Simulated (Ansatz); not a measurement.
# Nb2NO2 monolayer: following an unstable mode, part 2 of 2

Which phase does Nb2NO2 monolayer fall into along its unstable mode, and how much energy does it gain?

Ansatz 0.2.0; DFT PBEsol, scalar-relativistic, plane waves, PAW; PAW set soft_1.

So far, highest frequency on the path or at a solved wavevector (cm⁻¹): step 2 (the dispersion) 626. Also lowest frequency on the path (cm⁻¹): step 2 -212.

### 5. Energy along the mode, all amplitudes (two of the runs are shown above)

An imaginary frequency means negative curvature, so the energy should fall and then rise again as anharmonic terms take over.

This step gave:

```yaml
depth_at_the_lowest_point_sampled: 2.824 meV/atom
largest_atomic_shift_at_that_point: 0.08 Å
```

Table of energy from the parent by largest atomic shift:

| largest atomic shift (Å) | energy from the parent (meV/atom) |
| --- | --- |
| 0.0000 | 0 |
| 0.0400 | -0.919 |
| 0.0800 | -2.82 |
| 0.1400 | 0.524 |
| 0.2200 | 45.4 |

Displacement at unit largest shift by atom:

| atom | x (Å) | y (Å) | z (Å) | size |
| --- | --- | --- | --- | --- |
| N1 | 0.00 | 0.99 | 0.12 | 1.00 |
| N2 | 0.00 | -0.99 | -0.12 | 1.00 |
| Nb3 | 0.00 | -0.47 | -0.73 | 0.87 |
| Nb4 | 0.00 | 0.47 | 0.73 | 0.87 |
| Nb5 | 0.00 | 0.47 | 0.73 | 0.87 |
| Nb6 | 0.00 | -0.47 | -0.73 | 0.87 |
| O7 | 0.00 | -0.17 | 0.24 | 0.30 |
| O8 | 0.00 | 0.17 | -0.24 | 0.30 |
| O9 | 0.00 | 0.17 | -0.24 | 0.30 |
| O10 | 0.00 | -0.17 | 0.24 | 0.30 |

The lowest of the steps tried is at 0.08 Å, 2.82 meV/atom below the parent; the bottom of the well need not coincide with a step.

### 6. Relaxing from the distorted cell

Starting from the lowest point found, all atoms and the cell are let go, so that strain and other modes of the same symmetry can join in.

Input file input.yaml:

```yaml
crystal:
  lattice:
    - [3.0996796169, 0.0, 0.0]
    - [1.0e-10, 5.3688025837, 0.0]
    - [0.0, 0.0, 32.6]
  atoms:
    - { symbol: "N", position: [0.5, 0.5147917462, 0.3070449544] }
    - { symbol: "N", position: [0.0, -0.0147917462, 0.3064519781] }
    - { symbol: Nb, position: [0.0, 0.3263354519, 0.3415836296] }
    - { symbol: Nb, position: [0.5, 0.8403312147, 0.3451644568] }
    - { symbol: Nb, position: [0.5, 0.1736645481, 0.2719133029] }
    - { symbol: Nb, position: [1.0, 0.6596687853, 0.2683324758] }
    - { symbol: O, position: [0.5, 0.1640807776, 0.3767597222] }
    - { symbol: O, position: [1.0, 0.6692525558, 0.3755555656] }
    - { symbol: O, position: [0.0, 0.3359192224, 0.2367372103] }
    - { symbol: O, position: [0.5, 0.8307474442, 0.2379413669] }
  periodic: [true, true, false]
kpoints:
  mp_grid: { grid: [12, 8, 1] }
hamiltonian:
  xc: pbesol
  pseudopotentials: { kind: paw, azcp: { folder: soft_1 }, xc_functional: pbe }
scf:
  occupations: { method: methfessel_paxton, width: 0.2 }
output:
  forces: true
  stress: true
  eigenvalues: true
  write_density: true
  write_potential: true
  elf: true
  volumetric_format: npy
relax:
  adjacent_minimum: "off"
  f_tol: 0.002
  max_steps: 120
  cell: { stress_2d_tol: 0.005 }
```

Launch:

```
ansatz run input.yaml --threads 4 --pin off --max-ram 16384MiB --backend cpu --events-out ev --progress --plain --runs-dir out
```

Numbers of over 12 decimals in the logs are rounded to 6 here.

The log of the run:

```text
[...]
Crystal: 10 atoms, lattice volume = 542.515 Å³
Basis set: ecut = 420 eV, 10599 PW (Γ), exchange–correlation on 48×72×450 points (8 copies of the dense FFT grid, shifted against one another)
Bands: 53, of which v1, the nominal top of the filled ones, is band 43 counted from 1 (42 counted from 0)
Symmetry: 4 space group operations
[...]
k-points: 35 of 96
[...]
SCF iter   1: F=—  HF=-21007.871630 eV  |F-HF|=—  |Δ(HF+E_count)|=         —  Δρ=9.54e-2  dr2=5.96e1  ethr=3.10e-3  ⟨swp⟩=10.9  Hψ=12414  notcnv=0
[...]
SCF iter  10: F=-20991.484187 eV  HF=-20991.484187 eV  |F-HF|=9.97e-8  |Δ(HF+E_count)|=   6.74e-7  S|Δr|=    0.00e0  Δρ=3.18e-6  dr2=4.12e-8  ethr=1.16e-10  ⟨swp⟩=34.8  Hψ=26774  notcnv=0
SCF 1 converged in 10 iterations: F = -20991.484187 eV  dr2 = 4.12e-8
[...]
relax step   1: F+E_penalty+E_count = -20991.48418693 eV  Δ(F+E_penalty+E_count) = +0.000e0 eV  max|allowed force component| = 2.860e-1 eV/Å  Δτ_max = 0.0000 Å  P = +0.225 N/m  Ω = 542.515 Å³  fix = [c, alpha, beta]  reactions: c -0.000 N/m; alpha -0.000 N/m/rad  (10 SCF iters, dr2 threshold 1.00e-7 eV, accepted)
[... from here on, the SCF cycles and remarks between the steps are left out ...]
relax step   2: F+E_penalty+E_count = -20991.49885561 eV  Δ(F+E_penalty+E_count) = -1.467e-2 eV  max|allowed force component| = 3.546e-1 eV/Å  Δτ_max = 0.0194 Å  P = -0.031 N/m  Ω = 542.642 Å³  energy of the carried Pulay correction = -5.775e-5 eV  fix = [c, alpha, beta]  reactions: c -0.000 N/m; alpha -0.000 N/m/rad  (6 SCF iters, dr2 threshold 1.00e-6 eV, accepted)
relax step   3: F+E_penalty+E_count = -20991.52771084 eV  Δ(F+E_penalty+E_count) = -2.886e-2 eV  max|allowed force component| = 3.912e-1 eV/Å  Δτ_max = 0.0419 Å  P = -0.288 N/m  Ω = 543.658 Å³  energy of the carried Pulay correction = -5.200e-4 eV  fix = [c, alpha, beta]  reactions: c -0.000 N/m; alpha +0.000 N/m/rad  (7 SCF iters, dr2 threshold 1.00e-6 eV, accepted)
relax step   4: F+E_penalty+E_count = -20991.38854843 eV  Δ(F+E_penalty+E_count) = +1.392e-1 eV  max|allowed force component| = 1.154e0 eV/Å  Δτ_max = 0.1954 Å  P = -0.049 N/m  Ω = 546.406 Å³  energy of the carried Pulay correction = -1.766e-3 eV  fix = [c, alpha, beta]  (9 SCF iters, dr2 threshold 1.00e-6 eV, rejected (line search))
relax step   5: F+E_penalty+E_count = -20991.56794675 eV  Δ(F+E_penalty+E_count) = -4.024e-2 eV  max|allowed force component| = 4.135e-1 eV/Å  Δτ_max = 0.0495 Å  P = -0.389 N/m  Ω = 543.971 Å³  energy of the carried Pulay correction = -6.622e-4 eV  fix = [c, alpha, beta]  reactions: c -0.000 N/m; alpha +0.000 N/m/rad  (13 SCF iters, accepted)
relax step   6: F+E_penalty+E_count = -20991.59466033 eV  Δ(F+E_penalty+E_count) = -2.671e-2 eV  max|allowed force component| = 5.146e-1 eV/Å  Δτ_max = 0.0960 Å  P = +0.231 N/m  Ω = 544.381 Å³  energy of the carried Pulay correction = -8.484e-4 eV  fix = [c, alpha, beta]  reactions: c -0.000 N/m; alpha -0.000 N/m/rad  (9 SCF iters, dr2 threshold 1.00e-6 eV, accepted)
relax step   7: F+E_penalty+E_count = -20991.59829922 eV  Δ(F+E_penalty+E_count) = -3.639e-3 eV  max|allowed force component| = 3.135e-1 eV/Å  Δτ_max = 0.0203 Å  P = +1.588 N/m  Ω = 540.781 Å³  energy of the carried Pulay correction = +7.912e-4 eV  fix = [c, alpha, beta]  reactions: c +0.000 N/m; alpha -0.000 N/m/rad  (6 SCF iters, dr2 threshold 1.00e-6 eV, accepted)
relax step   8: F+E_penalty+E_count = -20991.61217403 eV  Δ(F+E_penalty+E_count) = -1.387e-2 eV  max|allowed force component| = 1.526e-1 eV/Å  Δτ_max = 0.0192 Å  P = -0.094 N/m  Ω = 544.291 Å³  energy of the carried Pulay correction = -8.077e-4 eV  fix = [c, alpha, beta]  reactions: c -0.000 N/m; alpha -0.000 N/m/rad  (6 SCF iters, dr2 threshold 1.00e-6 eV, accepted)
relax step   9: F+E_penalty+E_count = -20991.61383648 eV  Δ(F+E_penalty+E_count) = -1.662e-3 eV  max|allowed force component| = 7.092e-2 eV/Å  Δτ_max = 0.0166 Å  P = -0.265 N/m  Ω = 545.306 Å³  energy of the carried Pulay correction = -1.268e-3 eV  fix = [c, alpha, beta]  reactions: c -0.000 N/m; alpha +0.000 N/m/rad  (6 SCF iters, dr2 threshold 1.00e-6 eV, accepted)
relax step  10: F+E_penalty+E_count = -20991.61480596 eV  Δ(F+E_penalty+E_count) = -9.695e-4 eV  max|allowed force component| = 2.502e-2 eV/Å  Δτ_max = 0.0056 Å  P = +0.058 N/m  Ω = 544.442 Å³  energy of the carried Pulay correction = -8.761e-4 eV  fix = [c, alpha, beta]  reactions: c +0.000 N/m; alpha -0.000 N/m/rad  (5 SCF iters, dr2 threshold 3.14e-7 eV, accepted)
relax step  11: F+E_penalty+E_count = -20991.61480579 eV  Δ(F+E_penalty+E_count) = +1.744e-7 eV  max|allowed force component| = 1.276e-2 eV/Å  Δτ_max = 0.0025 Å  P = +0.038 N/m  Ω = 544.560 Å³  energy of the carried Pulay correction = -9.297e-4 eV  fix = [c, alpha, beta]  reactions: c +0.000 N/m; alpha -0.000 N/m/rad  (5 SCF iters, dr2 threshold 3.91e-8 eV, accepted)
relax step  12: F+E_penalty+E_count = -20991.61482493 eV  Δ(F+E_penalty+E_count) = -1.914e-5 eV  max|allowed force component| = 1.831e-3 eV/Å  Δτ_max = 0.0010 Å  P = -0.008 N/m  Ω = 544.560 Å³  energy of the carried Pulay correction = -9.296e-4 eV  fix = [c, alpha, beta]  reactions: c -0.000 N/m; alpha +0.000 N/m/rad  (5 SCF iters, dr2 threshold 1.02e-8 eV, accepted)
relax step  13: F+E_penalty+E_count = -20991.61482603 eV  Δ(F+E_penalty+E_count) = -1.102e-6 eV  max|allowed force component| = 6.053e-4 eV/Å  Δτ_max = 0.0001 Å  P = -0.001 N/m  Ω = 544.558 Å³  energy of the carried Pulay correction = -9.289e-4 eV  fix = [c, alpha, beta]  reactions: c -0.000 N/m; alpha +0.000 N/m/rad  (5 SCF iters, dr2 threshold 1.32e-10 eV, accepted)
relax step  14: F+E_penalty+E_count = -20991.61717656 eV  Δ(F+E_penalty+E_count) = -2.351e-3 eV  max|allowed force component| = 5.518e-4 eV/Å  Δτ_max = 0.0000 Å  P = +0.028 N/m  Ω = 544.558 Å³  fix = [c, alpha, beta]  reactions: c -0.000 N/m; alpha -0.000 N/m/rad  stress off target by 9.79e-2 N/m on what of the cell is left free  SCF on the basis re-selected at this cell (its energy is not comparable with the rows above)  (9 SCF iters)
relax step  15: F+E_penalty+E_count = -20991.61717532 eV  Δ(F+E_penalty+E_count) = +1.238e-6 eV  max|allowed force component| = 2.792e-3 eV/Å  Δτ_max = 0.0007 Å  P = +0.006 N/m  Ω = 544.646 Å³  energy of the carried Pulay correction = -3.949e-5 eV  fix = [c, alpha, beta]  reactions: c -0.000 N/m; alpha -0.000 N/m/rad  (5 SCF iters, dr2 threshold 1.13e-8 eV, accepted)
relax step  16: F+E_penalty+E_count = -20991.61716237 eV  Δ(F+E_penalty+E_count) = +1.295e-5 eV  max|allowed force component| = 1.299e-3 eV/Å  Δτ_max = 0.0004 Å  P = -0.003 N/m  Ω = 544.686 Å³  energy of the carried Pulay correction = -5.745e-5 eV  fix = [c, alpha, beta]  reactions: c -0.000 N/m; alpha +0.000 N/m/rad  (6 SCF iters, dr2 threshold 5.30e-10 eV, accepted)
relax step  17: F+E_penalty+E_count = -20991.61716602 eV  Δ(F+E_penalty+E_count) = -3.653e-6 eV  max|allowed force component| = 7.178e-4 eV/Å  Δτ_max = 0.0001 Å  P = -0.000 N/m  Ω = 544.679 Å³  energy of the carried Pulay correction = -5.417e-5 eV  fix = [c, alpha, beta]  reactions: c +0.000 N/m; alpha +0.000 N/m/rad  (6 SCF iters, dr2 threshold 2.96e-11 eV, accepted)
relax step  18: F+E_penalty+E_count = -20991.61721337 eV  Δ(F+E_penalty+E_count) = -4.734e-5 eV  max|allowed force component| = 7.216e-4 eV/Å  Δτ_max = 0.0000 Å  P = -0.000 N/m  Ω = 544.679 Å³  fix = [c, alpha, beta]  reactions: c +0.000 N/m; alpha +0.000 N/m/rad  stress off target by 1.26e-3 N/m on what of the cell is left free  SCF on the basis re-selected at this cell (its energy is not comparable with the rows above)  (7 SCF iters)
[...]
WARN: The output density's exchange-correlation potential varies sharply where the density is thin. Do not read a vacuum level from v_tot or v_xc, or from such a field of the output density. On a cell that repeats whose density bears no net charge and no dipole along the vacuum's axis use v_es (v_loc + v_h of the components); under efield.dipole_correction with no amplitude use v_es + v_field, which holds any externa [...]
SCF converged after 7 iterations
[...]
Free energy (F): -20991.617213 eV
[...]
Internal energy: -20991.621469 eV  (E = F + TS)
E sigma→0 (E₀):  -20991.618277 eV
Entropy (-TS):   0.004255 eV (0.426 meV/atom)
Fermi energy:    -5.259483 eV
[...]
--- Forces (eV/Å), atoms counted from 1 ---
  atom   1  N      0.00000000     0.00006134    -0.00001903
  atom   2  N     -0.00000000    -0.00006134     0.00001903
  atom   3  Nb     0.00000000     0.00018077     0.00039805
  atom   4  Nb     0.00000000     0.00070015     0.00072161
  atom   5  Nb    -0.00000000    -0.00018077    -0.00039805
  atom   6  Nb    -0.00000000    -0.00070015    -0.00072161
  atom   7  O     -0.00000000    -0.00019186    -0.00022843
  atom   8  O     -0.00000000    -0.00039134    -0.00028452
  atom   9  O      0.00000000     0.00019186     0.00022843
  atom  10  O      0.00000000     0.00039134     0.00028452
  max |Σ_I F_I| component: 0.00e0 eV/Å
--- 2D stress c σ (N/m, compression-positive) ---
        0.000628      -0.000000      -0.000000
       -0.000000      -0.001259       0.000000
       -0.000000       0.000000       0.000000
  P = ½ c Tr σ = -0.0003 N/m
--- Band table (eV; the first three rows and the last of 35) ---
  k-point 0: bands = [... 39 lower, -8.8599, -7.4430, -6.6398, -5.9094, -5.4102, -4.3683, -4.1578, -4.0968, ... 6 higher]
  k-point 1: bands = [... 39 lower, -8.8409, -7.4529, -6.5896, -5.8226, -5.4308, -4.3283, -4.1804, -4.0695, ... 6 higher]
  k-point 2: bands = [... 39 lower, -8.8091, -7.4577, -6.5511, -5.6052, -5.4041, -4.2947, -4.2246, -3.9832, ... 6 higher]
  k-point 34: bands = [... 39 lower, -9.1493, -7.0821, -7.0821, -4.4936, -4.4936, -3.5674, -3.5674, -3.4165, ... 6 higher]
--- Relaxed structure (16 steps of the walk, 15 accepted, 2 SCFs on fresh bases) ---
  F+E_penalty+E_count = -20991.61721337 eV   max|allowed force component| = 7.216e-4 eV/Å   (the final SCF, on the basis selected at the relaxed cell)
  cell:  # Å, volume = 544.6793 Å³
    - [3.044898, -2.8357321012054165e-11, 0]
    - [5.110262453605697e-11, 5.487197, 0]
    - [0, 0, 32.6]
  atoms:
    - { symbol: N, position: [0.5, 0.525103, 0.306139] }
    - { symbol: N, position: [-1.8119786715254607e-18, -0.025103, 0.307358] }
    - { symbol: Nb, position: [2.2646543322230426e-18, 0.335468, 0.340216] }
    - { symbol: Nb, position: [0.5, 0.872459, 0.348274] }
    - { symbol: Nb, position: [0.500000, 0.164532, 0.273281] }
    - { symbol: Nb, position: [1.0, 0.627541, 0.265223] }
    - { symbol: O, position: [0.5, 0.176889, 0.378387] }
    - { symbol: O, position: [1.0, 0.673207, 0.374000] }
    - { symbol: O, position: [9.629158199682423e-19, 0.323111, 0.235110] }
    - { symbol: O, position: [0.5, 0.826793, 0.239497] }
```

The job ended after 10 min (4 threads of Arm Neoverse V1, shared host; peak memory 1.5 GiB).

Step by step:

| step | energy less that of the first step (eV) | largest force component (eV/Å) | volume (Å³) |
| --- | --- | --- | --- |
| 1 | 0.0000 | 0.2860 | 542.52 |
| 2 | -0.0147 | 0.3546 | 542.64 |
| 3 | -0.0435 | 0.3912 | 543.66 |
| 4 | 0.0956 | 1.1535 | 546.41 |
| 5 | -0.0838 | 0.4135 | 543.97 |
| 6 | -0.1105 | 0.5146 | 544.38 |
| 7 | -0.1141 | 0.3135 | 540.78 |
| 8 | -0.1280 | 0.1526 | 544.29 |
| 9 | -0.1296 | 0.0709 | 545.31 |
| 10 | -0.1306 | 0.0250 | 544.44 |
| 11 | -0.1306 | 0.0128 | 544.56 |
| 12 | -0.1306 | 0.0018 | 544.56 |
| 13 | -0.1306 | 0.0006 | 544.56 |
| 14* | -0.1330 | 0.0006 | 544.56 |
| 15 | -0.1330 | 0.0028 | 544.65 |
| 16 | -0.1330 | 0.0013 | 544.69 |
| 17 | -0.1330 | 0.0007 | 544.68 |
| 18* | -0.1330 | 0.0007 | 544.68 |

Relaxation steps marked * repeat the geometry before them on a plane-wave basis chosen anew for their cell, so energy and pressure can jump there. Relaxation step 4 was tried and not accepted.

The run keeps the 4 symmetry operations that it works with, so distortions that break them were not tested.

| cell as run | before | after | change |
| --- | --- | --- | --- |
| a (Å) | 3.100 | 3.045 | -1.8 % |
| b (Å) | 5.369 | 5.487 | +2.2 % |

The atoms that moved most (Å, along periodic axes as changes of fractional coordinates times the final cell, across vacuum about the mean position):

| atom | dx | dy | dz | length |
| --- | --- | --- | --- | --- |
| Nb6 | 0.000 | -0.176 | -0.101 | 0.203 |
| Nb4 | 0.000 | 0.176 | 0.101 | 0.203 |
| O7 | 0.000 | 0.070 | 0.053 | 0.088 |
| O9 | 0.000 | -0.070 | -0.053 | 0.088 |
| Nb3 | 0.000 | 0.050 | -0.045 | 0.067 |
| Nb5 | 0.000 | -0.050 | 0.045 | 0.067 |
| N1 | 0.000 | 0.057 | -0.030 | 0.064 |
| N2 | 0.000 | -0.057 | 0.030 | 0.064 |

Final coordinates:

```xyz
10
Lattice="3.0449 0.0000 0.0000 0.0000 5.4872 0.0000 0.0000 0.0000 32.6000" Properties=species:S:1:pos:R:3
N     1.5224    2.8813    9.9801
N     0.0000   -0.1377   10.0199
Nb    0.0000    1.8408   11.0910
Nb    1.5224    4.7874   11.3537
Nb    1.5224    0.9028    8.9090
Nb    3.0449    3.4434    8.6463
O     1.5224    0.9706   12.3354
O     3.0449    3.6940   12.1924
O     0.0000    1.7730    7.6646
O     1.5224    4.5368    7.8076
```

This step gave:

```yaml
area_per_atom: 1.671 Å²
```

Valence density in the bc plane at fractional x = 0.000, with atoms of N and Nb and O within 0.2 Å of it. It is the smooth field of the valence electrons, not physical close to the nuclei.

Ten steps, logarithmic in the rise over the least value, from '_' (0.0 e/Å³) to '@' (4.4 e/Å³), each cell a mean:
```
______________________________
______________________________
______________________________
______________________________
______________________________
______________________________
______________________________
______________________________
______________________________
______________________________
______________________________
______________________________
______________________________
______________________________
........::::::--++%%@@##++::..
====++%%@@@@@@****##%%##++====
%%##++**######++========++##%%
======++****++##@@@@@@%%++====
..::==##@@@@%%++++++++--::....
________......________________
______________________________
______________________________
______________________________
______________________________
```
Columns run along b (5.5 Å), rows up along c (32.6 Å). Atoms in or near the plane, at fractional coordinates: N at (0.97, 0.31), Nb at (0.34, 0.34), Nb at (0.63, 0.27), O at (0.67, 0.37), O at (0.32, 0.24).

ELF in the bc plane at fractional x = 0.000, with atoms of N and Nb and O within 0.2 Å of it. It is the smooth field of the valence electrons, not physical close to the nuclei.

Ten even steps from '_' (0.00) to '@' (0.77), each cell a mean:
```
______________________________
______________________________
______________________________
______________________________
______________________________
______________________________
______________________________
______________________________
______________________________
______________________________
______________________________
______________________________
______________________________
__________________......______
______________--%%@@%%@@##--__
==--::**##**##====******++--==
##@@==--++++++--::::..::##@@**
==----==++++==++%%**%%##::::==
__..**@@@@%%@@**----::..______
____..::----::..______________
______________________________
______________________________
______________________________
______________________________
```
Columns run along b (5.5 Å), rows up along c (32.6 Å). Atoms in or near the plane, at fractional coordinates: N at (0.97, 0.31), Nb at (0.34, 0.34), Nb at (0.63, 0.27), O at (0.67, 0.37), O at (0.32, 0.24).

Electrostatic potential energy in the bc plane at fractional x = 0.000, with atoms of N and Nb and O within 0.2 Å of it. With pseudopotentials it is smooth inside the atoms' cores, unlike the true potential.

Ten even steps from '0' (-45 eV) to '9' (0 eV), each cell a mean:
```
999999999999999
999999999999999
999999999999999
999999999999999
999999999999999
999999999999999
999999999999999
999999999999999
999999999999999
999999999999999
999999999999999
999999999999999
999999999999999
999999999999999
999998998546899
886200136556888
157644467778841
888876620001588
999622487667899
999999999999999
999999999999999
999999999999999
999999999999999
999999999999999
```
Columns run along b (5.5 Å; values clipped at the 3rd and 97th percentile), rows up along c (32.6 Å). Atoms in or near the plane, at fractional coordinates: N at (0.97, 0.31), Nb at (0.34, 0.34), Nb at (0.63, 0.27), O at (0.67, 0.37), O at (0.32, 0.24).

The distorted start has space group P2_1/m; the relaxation ends in P2_1/m.

### 7. The phases reached

The phases reached along the modes that were followed are set side by side.

Energies are those of the first relaxation, on the mesh of the frozen mode; space group, volume and gap are those of the last relaxation. Phases, by row:

| mode frozen in | space group | energy from parent (meV/atom) | volume (Å³/atom) | gap on mesh (eV) | lowest zone-centre optical mode (cm⁻¹) | largest shift (Å) |
| --- | --- | --- | --- | --- | --- | --- |
| parent | P-3m1 | 0 | 54.25 | 0 | – | – |
| q = (0, -0.5, 0), 163i cm⁻¹ | P2/m | -5.75 | 54.4 | 0 | – | 0.091 |
| q = (0, -0.5, 0), 100i cm⁻¹ | P2_1/m | -16.31 | 54.47 | 0 | – | 0.268 |

### 8. Outcome

| Item | Value |
| --- | --- |
| unstable mode of the parent | q = (0, -0.5, 0), 100i cm⁻¹ |
| depth at the lowest point sampled | 2.82 meV/atom |
| largest atomic shift at that point | 0.08 Å |
| space group reached (within 0.01 Å) | P2_1/m |
| energy gained over the parent (first relaxation, on the mesh of the frozen mode) | 16.3 meV/atom |
| area per atom, phase reached | 1.67 Å² |

**Reading.** Along this mode the structure falls into P2_1/m, 16.3 meV/atom below the parent. At the parent's cell the well is 2.824 meV/atom deep on the steps tried, with its lowest point at a shift of 0.08 Å. Relaxing atoms and cell changes the gain by +13.48 meV/atom against the lowest step (energies at zero smearing). Most of the total comes from this relaxation. The modes of the phase reached were not computed on this path. Of the 2 patterns followed to their end from this parent, this one reaches the lowest energy. Each path keeps the symmetry of its pattern, so a lower phase may lie along a pattern not tried. With no gap, or one that is small against the smearing, the frequencies hang on the k mesh and the smearing, most of all near Kohn anomalies. The phonon runs are without spin polarisation, although the cell has an odd electron count. In a sheet or slab the interpolated bending branch near Γ is rough, since the rotational sum rule isn't imposed. The PAW files were made for PBE and serve the other functionals too. A phonon run warned that its eigensolver left some bands unconverged in a pass. The starting cell was built on a prototype and not taken from a measurement.

[Logs are printed without paths, hosts, clocks, repeated set-up lines and the standing remarks that a program may print on its own settings, such as how far it seeks lower states.]

[Hosts, paths, dates, database ids (printed as entryN), source tags and the programs' standing remarks are cut or masked in the printed files.]
